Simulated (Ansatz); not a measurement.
Reflectivity of Cs (Im-3m) at normal incidence (Ansatz, LDA, independent particles, without spin-orbit coupling, line width 0.1 eV (Gaussian), carrier damping 0.1 eV):

```json
{"E (eV)": "1.00", "R (%)": "53.7"}
{"E (eV)": "1.25", "R (%)": "57.0"}
{"E (eV)": "1.50", "R (%)": "60.6"}
{"E (eV)": "1.75", "R (%)": "61.0"}
{"E (eV)": "2.00", "R (%)": "59.1"}
{"E (eV)": "2.25", "R (%)": "54.2"}
{"E (eV)": "2.50", "R (%)": "47.5"}
{"E (eV)": "2.75", "R (%)": "39.3"}
{"E (eV)": "3.00", "R (%)": "19.8"}
{"E (eV)": "3.25", "R (%)": "6.9"}
{"E (eV)": "3.50", "R (%)": "3.5"}
{"E (eV)": "3.75", "R (%)": "2.6"}
{"E (eV)": "4.00", "R (%)": "2.3"}
{"E (eV)": "4.25", "R (%)": "7.5"}
{"E (eV)": "4.50", "R (%)": "1.9"}
{"E (eV)": "4.75", "R (%)": "0.4"}
{"E (eV)": "5.00", "R (%)": "0.8"}
```

What colour would a polished face show in daylight?

Yellow: CIE x = 0.346, y = 0.367, luminous reflectivity 54 % under D65, from the mean over the axes.

[Logs are printed without paths, hosts, clocks, repeated set-up lines and the standing remarks that a program may print on its own settings, such as how far it seeks lower states.]
